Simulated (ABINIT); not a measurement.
# A GW run on AgCl (Chlorargyrite) in ABINIT, with inputs changed

Aim: change inputs of a GW run on AgCl (Chlorargyrite) and see what moves.

Calculated with ABINIT 10.8.3; PBE and many-body steps on it, plane waves.

The database entry behind the starting cell differs from later determinations by our own check (an axis about 1.4 % short against later determinations), so it need not match the best structure at ambient conditions.

### 1. The structure

It takes space group Fm-3m (No. 225, cubic). The conventional cell has a = 5.470 Å, b = 5.470 Å, c = 5.470 Å, α = 90.00°, β = 90.00°, γ = 90.00°. Nearest to Ag lie 6 Cl at 2.74 Å. Nearest to Cl lie 6 Ag at 2.74 Å. Farther neighbours and most contacts between anions are not listed.

The cell and positions come from the Crystallography Open Database and are kept as given unless a step says otherwise.

### 2. Screening, 4×4×4 mesh, 89 bands, screening to 141.5 eV

This step: ABINIT 10.8.3; RPA screening on PBE, plane waves, norm-conserving pseudopotentials.

The RPA dielectric matrix is built and inverted for each q.

Input file run.abi:

```
acell 3*1.0 Angstrom
rprim 
  -0.000000000000 2.735000000000 2.735000000000
  2.735000000000 0.000000000000 2.735000000000
  2.735000000000 2.735000000000 -0.000000000000
ntypat 2
znucl 47 17
natom 2
typat 1 2
xred 
  0.000000000000 0.000000000000 0.000000000000
  0.500000000000 0.500000000000 0.500000000000
pp_dirpath "pseudos"
pseudos "Ag.upf, Cl.upf"
ecut 37
ngkpt 4 4 4
nshiftk 1
shiftk 0 0 0
kptopt 1
chksymbreak 0
istwfk *1
occopt 1
irdwfk 1
optdriver 3
nband 89
ecuteps 5.2
inclvkb 2
awtr 1
symchi 1
indata_prefix "in"
outdata_prefix "out"
tmpdata_prefix "tmp"
```

The run is started by

```sh
OMP_NUM_THREADS=1 mpirun -n 4 abinit run.abi > log
```

Log:

```text
.Version 10.8.3 of ABINIT. v10.8.2 released Aug 2026.

 Symmetries : space group Fm -3 m (#225); Bravais cF (face-center cubic)
[... echo of the input left out ...]
== DATASET  1 ==================================================================
-   mpi_nproc: 4, omp_nthreads: 1 (-1 if OMP is not activated)

--- !DatasetInfo
iteration_state: {dtset: 1, }
dimensions: {natom: 2, nkpt: 8, mband: 89, nsppol: 1, nspinor: 1, nspden: 1, mpw: 2996, }
cutoff_energies: {ecut:  37.0, pawecutdg:  -1.0, }
electrons: {nelect:   2.60000000E+01, charge:   0.00000000E+00, occopt:   1.00000000E+00, tsmear:   1.00000000E-02, }

 SCREENING: Calculation of the susceptibility and dielectric matrices

 Based on a program developped by R.W. Godby, V. Olevano, G. Onida, and L. Reining.
 Incorporated in ABINIT by V. Olevano, G.-M. Rignanese, and M. Torrent.
.Using double precision arithmetic ; gwpc =  8

[... cell and pseudopotentials left out ...]
--------------------------------------------------------------------------------

 ==== K-mesh for the wavefunctions ====
 Number of points in the irreducible wedge :     8
[... list of points left out ...]
 Together with 48 symmetry operations and time-reversal symmetry
 yields    64 points in the full Brillouin Zone.

 ==== Q-mesh for the screening function ====
 Number of points in the irreducible wedge :     8
[... list of points left out ...]
 Together with 48 symmetry operations and time-reversal symmetry
 yields    64 points in the full Brillouin Zone.

 setmesh: FFT mesh size selected  =    27x   27x   27
          total number of points  =        19683

 vcoul_init : cutoff-mode = AUXILIARY_FUNCTION
 q-points for optical limit:   1
     1)      0.000010    0.000020    0.000030

- screening: taking advantage of time-reversal symmetry
- Maximum band index for partially occupied states nbvw = 13
- Remaining bands to be divided among processors   nbcw = 76
- Number of bands treated by each node ~19

 Number of electrons calculated from density =   26.0000; Expected =   26.0000
 average of density, n =  0.094162
 r_s =    1.3636
 omega_plasma =   29.6001 [eV]

 calculating chi0 at frequencies [eV] :
  1    0.000000E+00    0.000000E+00
  2    0.000000E+00    2.960009E+01

--------------------------------------------------------------------------------
  q-point number  1        q = ( 0.000000, 0.000000, 0.000000) [r.l.u.]
--------------------------------------------------------------------------------
[... chi0 elements left out ...]
 For q-point:  0.000010 0.000020 0.000030
  dielectric constant =   5.4540
  dielectric constant without local fields =   5.9125

  Average fulfillment of the sum rule on Im[epsilon] for q-point    1 :     60.76  [%]
[... wings left out ...]
  q-point number  2        q = ( 0.250000, 0.000000, 0.000000) [r.l.u.]
--------------------------------------------------------------------------------
[... chi0 elements left out ...]
  Average fulfillment of the sum rule on Im[epsilon] for q-point    2 :     74.88  [%]

 [... 6 further q-points ...]
```

The job ended after 18 s (4 MPI ranks of Intel Xeon Platinum 8488C (Sapphire Rapids), shared host; peak memory 0.72 GiB; 73 s of CPU time).

This step gave:

* ε∞ with local fields, on this mesh, along the program's q direction: 5.454
* the same without local fields: 5.912
* plasma frequency: 29.60 eV
* plane waves in the screening matrix: 169

Local fields lower ε∞ by 8 %. On a Γ-centred mesh this coarse the value itself is usually too large, while a short band sum pulls it down.

### 3. Base

The self-energy is evaluated for the states that the input lists, and the levels follow from it, in one-shot runs by the linearised quasiparticle equation.

This step: G0W0 on PBE, plane waves, norm-conserving pseudopotentials.

Edit run.abi of step 2 so:

```diff
@@ -23,8 +23,17 @@
 irdwfk 1
-optdriver 3
+optdriver 4
 nband 89
+gwcalctyp 0
+ecutsigx 37
+symsigma 1
+nkptgw 2
+kptgw 
+  0.5000000000 0.0000000000 0.0000000000
+  0.0000000000 0.0000000000 0.0000000000
+bdgw 
+  12 15
+  11 17
 ecuteps 5.2
-inclvkb 2
-awtr 1
-symchi 1
+irdscr 1
+ppmodel 1
 indata_prefix "in"
```

Log:

```text
.Version 10.8.3 of ABINIT. v10.8.2 released Aug 2026.

 Symmetries : space group Fm -3 m (#225); Bravais cF (face-center cubic)
[... echo of the input left out ...]
== DATASET  1 ==================================================================
-   mpi_nproc: 4, omp_nthreads: 1 (-1 if OMP is not activated)

--- !DatasetInfo
iteration_state: {dtset: 1, }
dimensions: {natom: 2, nkpt: 8, mband: 89, nsppol: 1, nspinor: 1, nspden: 1, mpw: 2996, }
cutoff_energies: {ecut:  37.0, pawecutdg:  -1.0, }
electrons: {nelect:   2.60000000E+01, charge:   0.00000000E+00, occopt:   1.00000000E+00, tsmear:   1.00000000E-02, }

 SIGMA: Calculation of the GW corrections

 Based on a program developped by R.W. Godby, V. Olevano, G. Onida, and L. Reining.
 Incorporated in ABINIT by V. Olevano, G.-M. Rignanese, and M. Torrent.
.Using double precision arithmetic ; gwpc =  8

[... cell and pseudopotentials left out ...]
--------------------------------------------------------------------------------

 ==== K-mesh for the wavefunctions ====
 Number of points in the irreducible wedge :     8
[... list of points left out ...]
 Together with 48 symmetry operations and time-reversal symmetry
 yields    64 points in the full Brillouin Zone.

 ==== Q-mesh for screening function ====
 Number of points in the irreducible wedge :     8
[... list of points left out ...]
 Together with 48 symmetry operations and time-reversal symmetry
 yields    64 points in the full Brillouin Zone.

 vcoul_init : cutoff-mode = AUXILIARY_FUNCTION
 q-points for optical limit:   1
     1)      0.000010    0.000020    0.000030
 setmesh: FFT mesh size selected  =    45x   45x   45
          total number of points  =        91125

 Number of electrons calculated from density =   26.0000; Expected =   26.0000
 average of density, n =  0.094162
 r_s =    1.3636
 omega_plasma =   29.6001 [eV]

 === KS Band Gaps ===
  >>>> For spin  1
   Minimum direct gap =   3.3956 [eV], located at k-point      :   0.0000  0.0000  0.0000
   Fundamental gap    =   0.9065 [eV], Top of valence bands at :   0.5000  0.0000  0.0000
                                       Bottom of conduction at :   0.0000  0.0000  0.0000
 SIGMA fundamental parameters:
 PLASMON POLE MODEL  1
 number of plane-waves for SigmaX                 2975
 number of plane-waves for SigmaC and W            169
 number of plane-waves for wavefunctions          2975
 number of bands                                    89
 number of independent spin polarizations            1
 number of spinorial components                      1
 number of k-points in IBZ                           8
 number of q-points in IBZ                           8
 number of symmetry operations                      48
 number of k-points in BZ                           64
 number of q-points in BZ                           64
 number of frequencies for dSigma/dE                 9
 frequency step for dSigma/dE [eV]                0.25
 number of omega for Sigma on real axis              0
 max omega for Sigma on real axis  [eV]           0.00
 zcut for avoiding poles [eV]                     0.10

 EPSILON^-1 parameters (SCR file):
 dimension of the eps^-1 matrix on file            169
 dimension of the eps^-1 matrix used               169
 number of plane-waves for wavefunctions          2975
 number of bands                                    89
 number of q-points in IBZ                           8
 number of frequencies                               2
 number of real frequencies                          1
 number of imag frequencies                          1

 matrix elements of self-energy operator (all in [eV])

 Perturbative Calculation

--- !SelfEnergy_ee
iteration_state: {dtset: 1, }
kpoint     : [   0.500,    0.000,    0.000, ]
spin       : 1
KS_gap     :    4.123
QP_gap     :    5.144
Delta_QP_KS:    1.022
data: !SigmaeeData |
     Band     E0 <VxcDFT>   SigX SigC(E0)      Z dSigC/dE  Sig(E)    E-E0       E
       12   5.246 -21.650 -26.538   3.928   0.801  -0.249 -22.419  -0.769   4.477
       13   5.246 -21.650 -26.538   3.928   0.801  -0.249 -22.419  -0.769   4.477
       14   9.369  -9.294  -5.032  -3.961   0.838  -0.193  -9.042   0.252   9.621
       15  12.019 -13.866  -7.779  -5.014   0.806  -0.241 -13.001   0.865  12.883

--- !SelfEnergy_ee
iteration_state: {dtset: 1, }
kpoint     : [   0.000,    0.000,    0.000, ]
spin       : 1
KS_gap     :    3.396
QP_gap     :    4.795
Delta_QP_KS:    1.399
data: !SigmaeeData |
     Band     E0 <VxcDFT>   SigX SigC(E0)      Z dSigC/dE  Sig(E)    E-E0       E
       11   2.757 -14.607 -18.832   2.945   0.794  -0.260 -15.623  -1.017   1.740
       12   2.757 -14.607 -18.832   2.945   0.794  -0.260 -15.623  -1.017   1.740
       13   2.757 -14.607 -18.832   2.945   0.794  -0.260 -15.623  -1.017   1.740
       14   6.153 -11.070  -6.741  -3.868   0.831  -0.203 -10.687   0.383   6.535
       15  15.918 -12.617  -7.185  -4.415   0.824  -0.214 -11.779   0.838  16.755
       16  15.918 -12.617  -7.185  -4.415   0.824  -0.214 -11.779   0.838  16.755
       17  15.918 -12.617  -7.185  -4.415   0.824  -0.214 -11.779   0.838  16.755

== END DATASET(S) ==============================================================
================================================================================

 -outvars: echo values of variables after computation  --------
           etotal      0.0000000000E+00
            nband          89
             nkpt           8
          spgroup         225
 [... the other variables as echoed above ...]

 Calculation completed.
```

It took 6.3 s on 4 MPI ranks; peak memory 0.77 GiB.

This step gave:

| Property | Result |
| --- | --- |
| G0W0 gap on the points computed | 2.058 eV |
| starting gap on the mesh | 0.9065 eV |
| k of the valence top | 0.5, 0, 0 |
| k of the conduction bottom | 0, 0, 0 |
| Z at the valence top | 0.801 |
| Z at the conduction bottom | 0.831 |
| least direct G0W0 gap on the computed points | 4.795 eV |

The gap on the mesh goes from 0.91 eV to 2.06 eV, a correction of +1.15 eV.

### 4. Scissors in G

Edit run.abi of step 3 so:

```diff
@@ -38,2 +38,3 @@
 ppmodel 1
+mbpt_sciss 0.5 eV
 indata_prefix "in"
```

Log:

```text
.Version 10.8.3 of ABINIT. v10.8.2 released Aug 2026.

 Symmetries : space group Fm -3 m (#225); Bravais cF (face-center cubic)
[... echo of the input left out ...]
== DATASET  1 ==================================================================
-   mpi_nproc: 4, omp_nthreads: 1 (-1 if OMP is not activated)

--- !DatasetInfo
iteration_state: {dtset: 1, }
dimensions: {natom: 2, nkpt: 8, mband: 89, nsppol: 1, nspinor: 1, nspden: 1, mpw: 2996, }
cutoff_energies: {ecut:  37.0, pawecutdg:  -1.0, }
electrons: {nelect:   2.60000000E+01, charge:   0.00000000E+00, occopt:   1.00000000E+00, tsmear:   1.00000000E-02, }

 SIGMA: Calculation of the GW corrections

 Based on a program developped by R.W. Godby, V. Olevano, G. Onida, and L. Reining.
 Incorporated in ABINIT by V. Olevano, G.-M. Rignanese, and M. Torrent.
.Using double precision arithmetic ; gwpc =  8

[... cell and pseudopotentials left out ...]
--------------------------------------------------------------------------------

 ==== K-mesh for the wavefunctions ====
 Number of points in the irreducible wedge :     8
[... list of points left out ...]
 Together with 48 symmetry operations and time-reversal symmetry
 yields    64 points in the full Brillouin Zone.

 ==== Q-mesh for screening function ====
 Number of points in the irreducible wedge :     8
[... list of points left out ...]
 Together with 48 symmetry operations and time-reversal symmetry
 yields    64 points in the full Brillouin Zone.

 vcoul_init : cutoff-mode = AUXILIARY_FUNCTION
 q-points for optical limit:   1
     1)      0.000010    0.000020    0.000030
 setmesh: FFT mesh size selected  =    45x   45x   45
          total number of points  =        91125

 Number of electrons calculated from density =   26.0000; Expected =   26.0000
[...]
max omega for Sigma on real axis  [eV]           0.00
 zcut for avoiding poles [eV]                     0.10
 scissor energy [eV]                              0.50

 EPSILON^-1 parameters (SCR file):
 dimension of the eps^-1 matrix on file            169
 dimension of the eps^-1 matrix used               169
 number of plane-waves for wavefunctions          2975
 number of bands                                    89
 number of q-points in IBZ                           8
 number of frequencies                               2
 number of real frequencies                          1
 number of imag frequencies                          1

 matrix elements of self-energy operator (all in [eV])

 Perturbative Calculation

--- !SelfEnergy_ee
iteration_state: {dtset: 1, }
kpoint     : [   0.500,    0.000,    0.000, ]
spin       : 1
KS_gap     :    4.123
QP_gap     :    5.199
Delta_QP_KS:    1.077
data: !SigmaeeData |
     Band     E0 <VxcDFT>   SigX SigC(E0)      Z dSigC/dE  Sig(E)    E-E0       E
       12   5.246 -21.650 -26.538   3.948   0.801  -0.248 -22.403  -0.754   4.492
       13   5.246 -21.650 -26.538   3.948   0.801  -0.248 -22.403  -0.754   4.492
       14   9.369  -9.294  -5.032  -3.973   0.839  -0.192  -8.971   0.323   9.691
[...]
--- !SelfEnergy_ee
iteration_state: {dtset: 1, }
kpoint     : [   0.000,    0.000,    0.000, ]
spin       : 1
KS_gap     :    3.396
QP_gap     :    4.845
Delta_QP_KS:    1.450
data: !SigmaeeData |
     Band     E0 <VxcDFT>   SigX SigC(E0)      Z dSigC/dE  Sig(E)    E-E0       E
[...]
16  15.918 -12.617  -7.185  -4.425   0.824  -0.214 -11.699   0.918  16.836
       17  15.918 -12.617  -7.185  -4.425   0.824  -0.214 -11.699   0.918  16.836

== END DATASET(S) ==============================================================
================================================================================

 -outvars: echo values of variables after computation  --------
           etotal      0.0000000000E+00
            nband          89
             nkpt           8
          spgroup         225
 [... the other variables as echoed above ...]

 Calculation completed.
```

Elapsed: 6.3 s, on 4 MPI ranks; peak memory 0.77 GiB.

Numbers from this step:

- G0W0 gap on the points computed: 2.113 eV
- starting gap on the mesh: 0.9065 eV
- k of the valence top: 0.5, 0, 0
- k of the conduction bottom: 0, 0, 0
- Z at the valence top: 0.801
- Z at the conduction bottom: 0.832
- least direct G0W0 gap on the computed points: 4.845 eV

### 5. Contour deformation on a plasmon-pole file

Edit run.abi of step 4 so:

```diff
@@ -25,3 +25,3 @@
 nband 89
-gwcalctyp 0
+gwcalctyp 2
 ecutsigx 37
@@ -37,4 +37,2 @@
 irdscr 1
-ppmodel 1
-mbpt_sciss 0.5 eV
 indata_prefix "in"
```

Log:

```text
.Version 10.8.3 of ABINIT. v10.8.2 released Aug 2026.

 Symmetries : space group Fm -3 m (#225); Bravais cF (face-center cubic)
================================================================================
 Values of the parameters that define the memory need of the present run
     intxc =       0    ionmov =       0      iscf =       7    lmnmax =       6
     lnmax =       6     mgfft =      45  mpssoang =       3    mqgrid =    3001
     natom =       2  nloc_mem =       1    nspden =       1   nspinor =       1
    nsppol =       1      nsym =      48    n1xccc =    2501    ntypat =       2
    occopt =       1   xclevel =       2
-    mband =          89        mffmem =           1         mkmem =           2
       mpw =        2996          nfft =       91125          nkpt =           8
================================================================================
  Rough estimation (10% accuracy) of disk space for files :
================================================================================

--------------------------------------------------------------------------------
------------- Echo of variables that govern the present computation ------------
--------------------------------------------------------------------------------
 -outvars: echo values of preprocessed input variables --------
            acell      1.8897261259E+00  1.8897261259E+00  1.8897261259E+00 Bohr

             bdgw          12      15      11      17
      chksymbreak           0
             ecut      3.70000000E+01 Hartree
          ecuteps      5.20000000E+00 Hartree
         ecutsigx      3.70000000E+01 Hartree
          ecutwfn      3.70000000E+01 Hartree
-          fftalg         312
        gwcalctyp           2
           irdscr           1
[...]
- Ag Generated using ONCVPSP code by D. R. Hamann
- 47.00000  19.00000  171031                  znucl, zion, pspdat
12 -101130 2 -1 1538                          pspcod,pspxc,lmax,lloc,mmax
     nproj     2     2     2
  pspatm : epsatm=   27.55768671
         --- l  ekb(1:nproj) -->
[...]
pspatm: atomic psp has been read  and splines computed

- Cl Generated using ONCVPSP code by D. R. Hamann
- 17.00000   7.00000  171031                  znucl, zion, pspdat
12 -101130 2 -1 1028                          pspcod,pspxc,lmax,lloc,mmax
     nproj     2     2     2
  pspatm : epsatm=    9.12776517
         --- l  ekb(1:nproj) -->
[...]
1    3.821713    1.107519
             2   -2.938609   -0.805455
 pspatm: atomic psp has been read  and splines computed

   9.53821749E+02                                ecore*ucvol(ha*bohr**3)
--------------------------------------------------------------------------------

 ==== K-mesh for the wavefunctions ====
 Number of points in the irreducible wedge :     8
 Reduced coordinates and weights :

     1)     0.00000000E+00  0.00000000E+00  0.00000000E+00       0.01563
     2)     2.50000000E-01  0.00000000E+00  0.00000000E+00       0.12500
     3)     5.00000000E-01  0.00000000E+00  0.00000000E+00       0.06250
[...]
Together with 48 symmetry operations and time-reversal symmetry
 yields    64 points in the full Brillouin Zone.

 ==== Q-mesh for screening function ====
 Number of points in the irreducible wedge :     8
 Reduced coordinates and weights :

[...]
2)     2.50000000E-01  0.00000000E+00  0.00000000E+00       0.12500
     3)     5.00000000E-01  0.00000000E+00  0.00000000E+00       0.06250

--- from the log ---
----------------------------------
--------------------------------------------------------------------------

prterun has exited due to process rank 3 with PID 0 on node (host) calling
"abort". This may have caused other processes in the application to be
terminated by signals sent by prterun (as reported here).
--------------------------------------------------------------------------
```

Wall time 4 s (4 MPI ranks); peak memory 0.73 GiB; 11 s of CPU time.

The run stopped with an error after 4 s.

The fault put into this input: contour deformation on a plasmon-pole file.

### 6. Side by side

Times are wall times on 4 MPI ranks of Intel Xeon Platinum 8488C (Sapphire Rapids), shared host, good to a factor of about two. A run's time includes the screening step that it read.

```csv
run,mesh,bands,screening cutoff (eV),DFT gap (eV),gap on the mesh (eV),direct (eV),ε∞ used,time
base,4×4×4,89,141.5,0.907,2.058,4.795,5.45,25 s
scissors in G,4×4×4,89,141.5,0.907,2.113,4.845,5.45,25 s
```

### 7. Results

```yaml
base: 2.058 eV
scissors_in_g: 2.113 eV
known_limits: not at the basis limit; d shell near the gap, gap tends to lie low; no spin-orbit coupling; coarse k mesh
```

What this shows: Scissors in G: +0.055 eV against base (keys changed: mbpt_sciss). Bands and cutoff are finite, so the gap is not at the basis limit. The miss can reach some tenths of an eV and take either sign; the mesh is an error of its own. In the first G0W0 run levels were corrected at 2 k points alone, so a gap called «on the mesh» is the least over those, and an edge elsewhere would be missed. The 4×4×4 mesh is coarse for this cell, which bears on the long-range parts of exchange and screening. A d shell, filled or nearly so, lies near the gap. One-shot GW converges very slowly in bands there, not always from below, and on a semilocal start the gap tends to come out low; starts rich in exact exchange can overshoot instead. The many-body steps are scalar-relativistic: spin-orbit coupling is not in them.

[Paths, hosts, dates, memory and timing lines, banners, echoed tables and standing remarks are left out of the program output.]

[Logs are printed without paths, hosts, clocks, repeated set-up lines and the standing remarks that a program may print on its own settings, such as how far it seeks lower states.]

[Runs of the session that timed out or met a known fault of the program may be left out.]

[No measured gap is set beside runs whose start may be inverted or whose files or cutoffs have a known fault.]

[Hosts, paths, dates, database ids (printed as entryN), source tags and the programs' standing remarks are cut or masked in the printed files.]

[G0W0 gaps are taken among the corrected bands and points alone; a level outside them can change the order at an edge.]

[Where Ansatz stands beside ABINIT at settings called matched, ABINIT's density can come from a denser mesh and the files from another edition; pairs whose starting gaps differed by over 0.03 eV were left out, so agreement reads better than it is.]
